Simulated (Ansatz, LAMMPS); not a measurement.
# Elastic response of amorphous 63GeO2-24PbO-13Al2O3 (mol %) (115 atoms), part 2 of 5

How stiff is amorphous 63GeO2-24PbO-13Al2O3 (mol %) (115 atoms), and how do its levels respond to strain?

Ansatz 0.2.0; Kohn-Sham DFT, RPBE, PAW (set soft_2), plane waves.

The cell: 24 Ge, 9 Pb, 10 Al and 72 O. The quench rate of 30 K/ps is many orders above laboratory rates. The starting topology of bonds comes from the classical model. Sampling is at Γ alone. The levels lack spin–orbit coupling.

So far. Step 2 (Single point at the start): The r.m.s. force at the start is 0.85 eV/Å.

## (3) Cell and atoms relaxed

Cell and atoms are freed together, to release stress as well as forces.

Contents of input.yaml:

```yaml
crystal:
  lattice:
    - [11.93747, 0.0, 0.0]
    - [0.0, 11.93747, 0.0]
    - [0.0, 0.0, 11.93747]
  atoms:
    [... the 115 atom lines of step 2 ...]
kpoints:
  mp_grid: { grid: [1, 1, 1] }
hamiltonian:
  xc: rpbe
scf:
  occupations: { method: gaussian, width: 0.025 }
output:
  forces: true
relax:
  f_tol: 0.05
  max_steps: 150
  cell: {}
```

On the command line:

```
$ ansatz run input.yaml --threads 8 --pin off --max-ram 15872MiB --backend cpu --events-out ev --progress --plain --runs-dir out
```

Log:

```text
[...]
Crystal: 115 atoms, lattice volume = 1701.128 Å³
Basis set: ecut = 420 eV, 33131 PW (Γ), exchange–correlation on 160×160×160 points (8 copies of the dense FFT grid, shifted against one another)
Bands: 577, of which v1, the nominal top of the filled ones, is band 462 counted from 1 (461 counted from 0)
Symmetry: 1 space group operations
[...]
k-points: 1
[...]
SCF iter   1: F=—  HF=-256913.520172 eV  |F-HF|=—  |Δ(HF+E_count)|=         —  Δρ=5.18e-3  dr2=5.42e-1  ethr=1.77e-3  ⟨swp⟩=6.0  Hψ=2341  notcnv=0  defer=26
[...]
SCF iter  10: F=—  HF=-256913.438791 eV  |F-HF|=—  |Δ(HF+E_count)|=   1.59e-6  Δρ=4.10e-6  dr2=2.71e-7  ethr=9.48e-11  ⟨swp⟩=2.0  Hψ=926  notcnv=0  defer=107
SCF iter  11: F=-256913.438791 eV  HF=-256913.438791 eV  |F-HF|=6.51e-8  |Δ(HF+E_count)|=   2.25e-7  Δρ=1.37e-6  dr2=3.10e-8  ethr=1.08e-11  ⟨swp⟩=4.0  Hψ=1691  notcnv=0
SCF 1 converged in 11 iterations: F = -256913.438791 eV  dr2 = 3.10e-8
[...]
relax step   1: F+E_penalty+E_count = -256913.43879111 eV  Δ(F+E_penalty+E_count) = +0.000e0 eV  max|allowed force component| = 2.310e0 eV/Å  Δτ_max = 0.0000 Å  P = +6.306 GPa  Ω = 1701.128 Å³  (11 SCF iters, dr2 threshold 1.00e-7 eV, accepted)
[... from here on, the SCF cycles and remarks between the steps are left out ...]
relax step   2: F+E_penalty+E_count = -256918.49823647 eV  Δ(F+E_penalty+E_count) = -5.059e0 eV  max|allowed force component| = 1.442e0 eV/Å  Δτ_max = 0.1948 Å  P = +3.787 GPa  Ω = 1710.624 Å³  energy of the carried Pulay correction = -2.806e-2 eV  (8 SCF iters, dr2 threshold 1.15e-5 eV, accepted)
relax step   3: F+E_penalty+E_count = -256920.79754912 eV  Δ(F+E_penalty+E_count) = -2.299e0 eV  max|allowed force component| = 5.290e-1 eV/Å  Δτ_max = 0.1950 Å  P = +0.205 GPa  Ω = 1737.934 Å³  energy of the carried Pulay correction = -1.079e-1 eV  (9 SCF iters, dr2 threshold 1.15e-5 eV, accepted)
relax step   4: F+E_penalty+E_count = -256921.42533094 eV  Δ(F+E_penalty+E_count) = -6.278e-1 eV  max|allowed force component| = 4.361e-1 eV/Å  Δτ_max = 0.2000 Å  P = -0.093 GPa  Ω = 1743.369 Å³  energy of the carried Pulay correction = -1.236e-1 eV  (8 SCF iters, dr2 threshold 1.15e-5 eV, accepted)
relax step   5: F+E_penalty+E_count = -256921.87315064 eV  Δ(F+E_penalty+E_count) = -4.478e-1 eV  max|allowed force component| = 3.622e-1 eV/Å  Δτ_max = 0.1939 Å  P = -0.310 GPa  Ω = 1739.534 Å³  energy of the carried Pulay correction = -1.125e-1 eV  (9 SCF iters, dr2 threshold 1.15e-5 eV, accepted)
relax step   6: F+E_penalty+E_count = -256922.15076919 eV  Δ(F+E_penalty+E_count) = -2.776e-1 eV  max|allowed force component| = 3.130e-1 eV/Å  Δτ_max = 0.2000 Å  P = -0.102 GPa  Ω = 1738.080 Å³  energy of the carried Pulay correction = -1.083e-1 eV  (9 SCF iters, dr2 threshold 8.20e-6 eV, accepted)
relax step   7: F+E_penalty+E_count = -256922.34399654 eV  Δ(F+E_penalty+E_count) = -1.932e-1 eV  max|allowed force component| = 4.921e-1 eV/Å  Δτ_max = 0.1956 Å  P = -0.004 GPa  Ω = 1737.593 Å³  energy of the carried Pulay correction = -1.069e-1 eV  (9 SCF iters, dr2 threshold 6.12e-6 eV, accepted)
relax step   8: F+E_penalty+E_count = -256922.44942641 eV  Δ(F+E_penalty+E_count) = -1.054e-1 eV  max|allowed force component| = 3.993e-1 eV/Å  Δτ_max = 0.1935 Å  P = -0.002 GPa  Ω = 1737.506 Å³  energy of the carried Pulay correction = -1.066e-1 eV  (8 SCF iters, dr2 threshold 1.15e-5 eV, accepted)
relax step   9: F+E_penalty+E_count = -256922.55267286 eV  Δ(F+E_penalty+E_count) = -1.032e-1 eV  max|allowed force component| = 3.414e-1 eV/Å  Δτ_max = 0.1349 Å  P = +0.159 GPa  Ω = 1738.887 Å³  energy of the carried Pulay correction = -1.106e-1 eV  (7 SCF iters, dr2 threshold 9.96e-6 eV, accepted)
relax step  10: F+E_penalty+E_count = -256922.66356261 eV  Δ(F+E_penalty+E_count) = -1.109e-1 eV  max|allowed force component| = 2.401e-1 eV/Å  Δτ_max = 0.1949 Å  P = -0.016 GPa  Ω = 1740.740 Å³  energy of the carried Pulay correction = -1.160e-1 eV  (7 SCF iters, dr2 threshold 7.29e-6 eV, accepted)
relax step  11: F+E_penalty+E_count = -256922.77373862 eV  Δ(F+E_penalty+E_count) = -1.102e-1 eV  max|allowed force component| = 2.775e-1 eV/Å  Δτ_max = 0.1954 Å  P = -0.067 GPa  Ω = 1741.938 Å³  energy of the carried Pulay correction = -1.195e-1 eV  (7 SCF iters, dr2 threshold 3.60e-6 eV, accepted)
relax step  12: F+E_penalty+E_count = -256922.85364770 eV  Δ(F+E_penalty+E_count) = -7.991e-2 eV  max|allowed force component| = 2.499e-1 eV/Å  Δτ_max = 0.1903 Å  P = -0.048 GPa  Ω = 1742.377 Å³  energy of the carried Pulay correction = -1.207e-1 eV  (7 SCF iters, dr2 threshold 4.81e-6 eV, accepted)
relax step  13: F+E_penalty+E_count = -256922.93891604 eV  Δ(F+E_penalty+E_count) = -8.527e-2 eV  max|allowed force component| = 1.502e-1 eV/Å  Δτ_max = 0.2000 Å  P = +0.019 GPa  Ω = 1743.489 Å³  energy of the carried Pulay correction = -1.240e-1 eV  (9 SCF iters, dr2 threshold 3.90e-6 eV, accepted)
[...]
relax step  26: F+E_penalty+E_count = -256923.16385028 eV  Δ(F+E_penalty+E_count) = -1.265e-2 eV  max|allowed force component| = 1.842e-1 eV/Å  Δτ_max = 0.2000 Å  P = +0.063 GPa  Ω = 1747.740 Å³  energy of the carried Pulay correction = -1.362e-1 eV  (9 SCF iters, dr2 threshold 8.86e-7 eV, accepted)
relax step  27: F+E_penalty+E_count = -256923.18556632 eV  Δ(F+E_penalty+E_count) = -2.172e-2 eV  max|allowed force component| = 8.192e-2 eV/Å  Δτ_max = 0.0982 Å  P = -0.011 GPa  Ω = 1749.838 Å³  energy of the carried Pulay correction = -1.423e-1 eV  (8 SCF iters, dr2 threshold 2.12e-6 eV, accepted)
relax step  28: F+E_penalty+E_count = -256923.10076963 eV  Δ(F+E_penalty+E_count) = +8.480e-2 eV  max|allowed force component| = 3.886e-1 eV/Å  Δτ_max = 0.1985 Å  P = -0.087 GPa  Ω = 1748.825 Å³  energy of the carried Pulay correction = -1.394e-1 eV  (9 SCF iters, dr2 threshold 4.19e-7 eV, rejected (line search))
relax step  29: F+E_penalty+E_count = -256923.19810187 eV  Δ(F+E_penalty+E_count) = -1.254e-2 eV  max|allowed force component| = 5.600e-2 eV/Å  Δτ_max = 0.0709 Å  P = +0.017 GPa  Ω = 1748.954 Å³  energy of the carried Pulay correction = -1.397e-1 eV  (13 SCF iters, accepted)
relax step  30: F+E_penalty+E_count = -256923.19979877 eV  Δ(F+E_penalty+E_count) = -1.697e-3 eV  max|allowed force component| = 4.552e-2 eV/Å  Δτ_max = 0.0473 Å  P = -0.029 GPa  Ω = 1749.109 Å³  energy of the carried Pulay correction = -1.402e-1 eV  (8 SCF iters, dr2 threshold 1.96e-7 eV, accepted)
relax step  31: F+E_penalty+E_count = -256923.40232167 eV  Δ(F+E_penalty+E_count) = -2.025e-1 eV  max|allowed force component| = 4.604e-2 eV/Å  Δτ_max = 0.0000 Å  P = +0.149 GPa  Ω = 1749.109 Å³  stress off target by 2.65e-1 GPa  SCF on the basis re-selected at this cell (its energy is not comparable with the rows above)  (11 SCF iters)
relax step  32: F+E_penalty+E_count = -256923.38611881 eV  Δ(F+E_penalty+E_count) = +1.620e-2 eV  max|allowed force component| = 5.185e-2 eV/Å  Δτ_max = 0.0170 Å  P = -0.132 GPa  Ω = 1756.884 Å³  energy of the carried Pulay correction = -2.180e-2 eV  (8 SCF iters, dr2 threshold 1.76e-7 eV, accepted)
relax step  33: F+E_penalty+E_count = -256923.39366258 eV  Δ(F+E_penalty+E_count) = -7.544e-3 eV  max|allowed force component| = 4.147e-2 eV/Å  Δτ_max = 0.0135 Å  P = -0.061 GPa  Ω = 1755.553 Å³  energy of the carried Pulay correction = -1.803e-2 eV  (8 SCF iters, dr2 threshold 1.68e-7 eV, accepted)
relax step  34: F+E_penalty+E_count = -256923.39971593 eV  Δ(F+E_penalty+E_count) = -6.053e-3 eV  max|allowed force component| = 4.338e-2 eV/Å  Δτ_max = 0.0342 Å  P = +0.023 GPa  Ω = 1754.586 Å³  energy of the carried Pulay correction = -1.533e-2 eV  (9 SCF iters, dr2 threshold 1.41e-8 eV, accepted)
relax step  35: F+E_penalty+E_count = -256923.40249167 eV  Δ(F+E_penalty+E_count) = -2.776e-3 eV  max|allowed force component| = 6.052e-2 eV/Å  Δτ_max = 0.0811 Å  P = +0.054 GPa  Ω = 1755.296 Å³  energy of the carried Pulay correction = -1.736e-2 eV  (12 SCF iters, accepted)
relax step  36: F+E_penalty+E_count = -256923.40109191 eV  Δ(F+E_penalty+E_count) = +1.400e-3 eV  max|allowed force component| = 6.801e-2 eV/Å  Δτ_max = 0.0982 Å  P = +0.034 GPa  Ω = 1757.450 Å³  energy of the carried Pulay correction = -2.352e-2 eV  (9 SCF iters, dr2 threshold 2.29e-7 eV, accepted)
relax step  37: F+E_penalty+E_count = -256923.40205045 eV  Δ(F+E_penalty+E_count) = -9.585e-4 eV  max|allowed force component| = 4.274e-2 eV/Å  Δτ_max = 0.0423 Å  P = +0.019 GPa  Ω = 1758.666 Å³  energy of the carried Pulay correction = -2.700e-2 eV  (8 SCF iters, dr2 threshold 2.89e-7 eV, accepted)
relax step  38: F+E_penalty+E_count = -256923.43298556 eV  Δ(F+E_penalty+E_count) = -3.094e-2 eV  max|allowed force component| = 4.280e-2 eV/Å  Δτ_max = 0.0000 Å  P = +0.032 GPa  Ω = 1758.666 Å³  stress off target by 5.54e-2 GPa  SCF on the basis re-selected at this cell (its energy is not comparable with the rows above)  (9 SCF iters)
relax step  39: F+E_penalty+E_count = -256923.43289801 eV  Δ(F+E_penalty+E_count) = +8.755e-5 eV  max|allowed force component| = 2.947e-2 eV/Å  Δτ_max = 0.0432 Å  P = -0.026 GPa  Ω = 1760.022 Å³  energy of the carried Pulay correction = -3.741e-3 eV  (10 SCF iters, dr2 threshold 7.69e-9 eV, accepted)
relax step  40: F+E_penalty+E_count = -256923.43545681 eV  Δ(F+E_penalty+E_count) = -2.559e-3 eV  max|allowed force component| = 2.949e-2 eV/Å  Δτ_max = 0.0000 Å  P = -0.026 GPa  Ω = 1760.022 Å³  stress off target by 3.73e-2 GPa  SCF on the basis re-selected at this cell (its energy is not comparable with the rows above)  (7 SCF iters)
[...]
SCF converged after 7 iterations
Free energy (F): -256923.435457 eV
[...]
Internal energy: -256923.435457 eV  (E = F + TS)
E sigma→0 (E₀):  -256923.435457 eV
Fermi energy:    6.049203 eV
[...]
Σ components = -256923.435457   (vs F -256923.435457, Δ=0.00e0)
--- Forces (eV/Å), atoms counted from 1 ---
  atom   1  Ge    -0.01052136    -0.00072518     0.00914882
  atom   2  Ge    -0.01191386     0.00488799     0.00744263
  atom   3  Ge     0.00057805     0.00667220    -0.00602028
  atom   4  Ge     0.00519222     0.00701519    -0.00257784
[...]
atom 115  O     -0.01307875    -0.00996990     0.01416783
  max |Σ_I F_I| component: 4.25e-5 eV/Å
--- Stress (GPa, compression-positive) ---
       -0.025109       0.006400       0.000752
        0.006398      -0.029822      -0.007578
        0.000748      -0.007576      -0.021822
  P = ⅓ Tr σ = -0.0256 GPa (-0.256 kbar)
--- Relaxed structure (37 steps of the walk, 34 accepted, 3 SCFs on fresh bases) ---
  F+E_penalty+E_count = -256923.43545681 eV   max|allowed force component| = 2.949e-2 eV/Å   (the final SCF, on the basis selected at the relaxed cell)
  cell:  # Å, volume = 1760.0223 Å³
    - [12.107166, -0.111921, 0.100217]
    - [-0.111921, 12.161665, 0.157291]
    - [0.100217, 0.157291, 11.957062]
  atoms:
    - { symbol: Ge, position: [0.921310, 0.596591, 0.798410] }
    - { symbol: Ge, position: [0.974707, 0.431814, 0.436953] }
    - { symbol: Ge, position: [0.171219, 0.777859, 0.341937] }
    - { symbol: Ge, position: [0.478247, 0.737480, 0.600157] }
[...]
- { symbol: O, position: [0.046610, 0.037824, 0.747853] }
```

Run time: 10 min. Hardware: 8 threads of Arm Neoverse V2, shared host; peak memory 3 GiB; 77 min of CPU time.

The relaxation converged after 37 steps, with a largest force component of 0.029 eV/Å.

## (4) Single point at the relaxed geometry

The electronic structure is read at the final geometry, in a run of its own.

Contents of input.yaml:

```yaml
crystal:
  lattice:
    - [12.10717, -0.11192, 0.10022]
    - [-0.11192, 12.16167, 0.15729]
    - [0.10022, 0.15729, 11.95706]
  atoms:
    - { symbol: Ge, position: [0.92131, 0.59659, 0.79841] }
    - { symbol: Ge, position: [0.97471, 0.43181, 0.43695] }
    - { symbol: Ge, position: [0.17122, 0.77786, 0.34194] }
    - { symbol: Ge, position: [0.47825, 0.73748, 0.60016] }
    - { symbol: Ge, position: [0.28176, 0.86491, 0.98327] }
    - { symbol: Ge, position: [0.0186, 0.93815, 0.1841] }
    [... 103 atom lines left out ...]
    - { symbol: O, position: [0.72469, 0.80627, 0.21562] }
    - { symbol: O, position: [0.61106, 0.46941, 0.02201] }
    - { symbol: O, position: [0.16835, 0.22087, 0.69108] }
    - { symbol: O, position: [0.65274, 0.56382, 0.84569] }
    - { symbol: O, position: [0.43, 0.17632, 0.10067] }
    - { symbol: O, position: [0.04661, 0.03782, 0.74785] }
kpoints:
  mp_grid: { grid: [1, 1, 1] }
hamiltonian:
  xc: rpbe
scf:
  occupations: { method: gaussian, width: 0.025 }
output:
  forces: true
  stress: true
  populations: true
  dos:
    method: { smearing: { sigma: 0.08 } }
    de: 0.1
    projected: { site_lists: { Al: [Al], Ge: [Ge], O: [O], Pb: [Pb] } }
  eigenvalues: true
  write_density: true
  write_potential: true
  volumetric_format: npy
```

Log:

```text
[...]
Crystal: 115 atoms, lattice volume = 1760.023 Å³
Basis set: ecut = 420 eV, 34403 PW (Γ), exchange–correlation on 162×180×160 points (8 copies of the dense FFT grid, shifted against one another)
Bands: 577, of which v1, the nominal top of the filled ones, is band 462 counted from 1 (461 counted from 0)
Symmetry: 1 space group operations
[...]
k-points: 1
[...]
SCF iter   1: F=—  HF=-256923.521166 eV  |F-HF|=—  |Δ(HF+E_count)|=         —  Δρ=4.82e-3  dr2=4.22e-1  ethr=1.77e-3  ⟨swp⟩=6.0  Hψ=2354  notcnv=0  defer=18
[...]
SCF iter  11: F=-256923.435449 eV  HF=-256923.435449 eV  |F-HF|=1.38e-8  |Δ(HF+E_count)|=   6.73e-8  Δρ=1.60e-6  dr2=4.01e-8  ethr=1.08e-11  ⟨swp⟩=9.0  Hψ=3586  notcnv=0
SCF 1 converged in 11 iterations: F = -256923.435449 eV  dr2 = 4.01e-8
[...]
SCF converged after 11 iterations
Free energy (F): -256923.435449 eV
[...]
Internal energy: -256923.435449 eV  (E = F + TS)
E sigma→0 (E₀):  -256923.435449 eV
Fermi energy:    6.049196 eV
[...]
--- Forces (eV/Å), atoms counted from 1 ---
  atom   1  Ge    -0.00987739    -0.00052709     0.00920738
  atom   2  Ge    -0.01301221     0.00686675     0.00885420
  atom   3  Ge    -0.00083736     0.00600346    -0.00704484
  atom   4  Ge     0.00451403     0.00670893    -0.00368140
  atom   5  Ge     0.01645621    -0.00761070     0.02385487
  atom   6  Ge    -0.00371330    -0.01910267    -0.00062513
  atom   7  Ge    -0.00091025     0.01772150    -0.00561900
  atom   8  Ge    -0.00307461    -0.00080802    -0.00602365
  atom   9  Ge    -0.00622380    -0.00737393    -0.01189937
  atom  10  Ge    -0.00875485    -0.02159626     0.02207519
  atom  11  Ge    -0.00036188     0.00406827    -0.00016586
  atom  12  Ge    -0.00684405    -0.01548156    -0.01009975
  atom  13  Ge     0.00025546    -0.00986810    -0.00532625
  atom  14  Ge    -0.01283538    -0.01060380    -0.01999805
[...]
atom 114  O     -0.00487779    -0.01121744    -0.00159624
  atom 115  O     -0.01264325    -0.00886845     0.01373270
  max |Σ_I F_I| component: 6.28e-5 eV/Å
--- Stress (GPa, compression-positive) ---
       -0.025279       0.006432       0.000436
        0.006431      -0.029185      -0.007459
        0.000432      -0.007458      -0.021440
  P = ⅓ Tr σ = -0.0253 GPa (-0.253 kbar)
--- Band table (eV) ---
[...]
--- Löwdin populations: 115 sites ---
  site symbol       q [e]
     0     Ge     12.4716
     1     Ge     12.4727
     2     Ge     12.4338
[...]
114      O      6.8057
  spilling = 0.005183 (of n_electrons = 924.000000)
```

Run time: 28 s. Hardware: 8 threads; peak memory 2.9 GiB; 3.6 min of CPU time.

Read from the output:

```yaml
free_energy: -256923.4354 eV
free_energy_per_atom: -2234.1168 eV/atom
scf_cycles: 11
pressure: -0.0253 GPa
r_m_s_force_component: 0.00816 eV/Å
longest_force: 0.03707 eV/Å
fermi_energy: 6.049 eV
spacing_of_highest_filled_and_lowest_empty_level: 2.864 eV
spilling_of_the_projection: 0.005183
```

[end of part 2 of 5]

[Long decimals in the printed logs are rounded to 6 places.]

[Logs are printed without paths, hosts, clocks, repeated set-up lines and the standing remarks that a program may print on its own settings, such as how far it seeks lower states.]

[Hosts, paths, dates, database ids (printed as entryN), source tags and the programs' standing remarks are cut or masked in the printed files.]
